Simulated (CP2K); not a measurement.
The C K edge of 2-ethynylpyridine was computed by TDDFT (CP2K XAS_TDP, aug-cc-pVDZ, TDA) at these levels: PBE0, PBEh(45%) and PBEh(45%) + GW2X. The first three lines of C1 (bonded to C and H) with a strength over 0.0015, energy in eV and strength:

| run | first | second | third |
| --- | --- | --- | --- |
| 1 | 275.40 (0.027) | 276.72 (0.037) | 278.23 (0.003) |
| 2 | 287.22 (0.041) | 288.12 (0.047) | 290.40 (0.006) |
| 3 | 281.32 (0.042) | 282.21 (0.048) | 284.50 (0.006) |

Q: Which run is which?

Run 1: PBE0 (25 % exact exchange). Run 2: PBEh(45%) + GW2X (45 % exact exchange). Run 3: PBEh(45%) (45 % exact exchange). Self-interaction lifts the core level, so the uncorrected lines rise with the share of exact exchange. The GW2X run keeps the spacings of its parent: 0.90 eV between the first two lines in run 2, 0.89 eV in run 3. Its shift is +5.90 eV, since the Kohn–Sham level at this share of exchange lies that far above the quasiparticle level.

[Hosts, paths, dates, database ids (printed as entryN), source tags and the programs' standing remarks are cut or masked in the printed files.]
